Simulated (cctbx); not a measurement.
**Interatomic vectors of Ga4Mo**

Space group P4/mbm (no. 127), a = 8.3800 Å, b = 8.3800 Å, c = 4.7570 Å, α = 90.00°, β = 90.00°, γ = 90.00°, content Mo4 Ga16.

The data are simulated with cctbx, not measured: synchrotron X-rays, λ = 0.4959 Å, to d = 0.84 Å, 95 % of the full sphere, strongest reflection 70000 counts, noise from counting, a 6 % proportional error and a noise floor of 2 counts (s.d.); no absorption, some extinction.

Patterson synthesis from sharpened amplitudes, origin scaled to 1000:

```text
Patterson group P 4/m m m
      u       v       w   height  length (A)
  0.000   0.000   0.000   1000.0     0.00
  0.500   0.500   0.000    227.6     5.93
  0.375   0.375   0.500    200.6     5.04
  0.151   0.500   0.500    187.8     4.98
  0.000   0.282   0.500    175.8     3.35
  0.127   0.500   0.000    149.6     4.32
  0.372   0.372   0.000    137.0     4.41
  0.500   0.500   0.407    129.6     6.23
  0.239   0.239   0.500    127.8     3.70
  0.264   0.378   0.000    110.1     3.86
  0.000   0.176   0.295    109.7     2.04
  0.339   0.500   0.297    106.9     5.26
  0.000   0.000   0.403     99.0     1.92
  0.146   0.205   0.000     96.4     2.11
```

**Question.** Which atom pairs make the peaks, and where is the heaviest atom?

A peak at u stands for all pairs with xi − xj = u, with weight Σ ZiZj against Σ Z² = 22432 at the origin. Peak heights follow these weights only roughly, since form factors, motion and series ripples differ, all vectors within 0.55 Å of a peak are counted as merged into it though the farther ones add only part of their weight, and F(000) is left out, which lowers the whole map:

| u | v | w | shortest length (Å) | height | 1000 ΣZiZj/ΣZ² | pairs in the cell |
| --- | --- | --- | --- | --- | --- | --- |
| 0.500 | 0.500 | 0.000 | 5.93 | 228 | 171 | 4 × Ga–Ga |
| 0.375 | 0.375 | 0.500 | 5.04 | 201 | 348 | 6 × Mo–Ga |
| 0.151 | 0.500 | 0.500 | 4.98 | 188 | 232 | 4 × Mo–Ga |
| 0.000 | 0.282 | 0.500 | 3.35 | 176 | 232 | 4 × Mo–Ga |
| 0.127 | 0.500 | 0.000 | 4.32 | 150 | 243 | 2 × Mo–Mo, 2 × Ga–Ga |
| 0.372 | 0.372 | 0.000 | 4.41 | 137 | 164 | 2 × Ga–Ga, 1 × Mo–Mo |
| 0.500 | 0.500 | 0.407 | 6.23 | 130 | 86 | 2 × Ga–Ga |
| 0.239 | 0.239 | 0.500 | 3.70 | 128 | 116 | 2 × Mo–Ga |
| 0.264 | 0.378 | 0.000 | 3.86 | 110 | 86 | 2 × Ga–Ga |
| 0.000 | 0.176 | 0.295 | 2.04 | 110 | 171 | 4 × Ga–Ga |

The table stops at ten peaks or at a height of 45, below which ripples compete. In the model behind the data Mo, the heaviest element, has 1 independent site: (0.8143, 0.6857, 0), up to an allowed shift of origin; the Mo–Mo vectors are differences of these positions and their symmetry mates. The whole model:

```csv
atom,mult.,x,y,z,Ueq (Å²)
Mo1,4,0.8143,0.6857,0,0.0113
Ga1,4,1/2,1/2,0.2103,0.0144
Ga2,4,0.5908,0.9092,1/2,0.0104
Ga3,8,0.5345,0.6735,1/2,0.0109
```

The model is made up (kin elements in a known structure type, no relaxation), so it says nothing on whether the phase exists.

[Logs are printed without paths, hosts, clocks, repeated set-up lines and the standing remarks that a program may print on its own settings, such as how far it seeks lower states.]
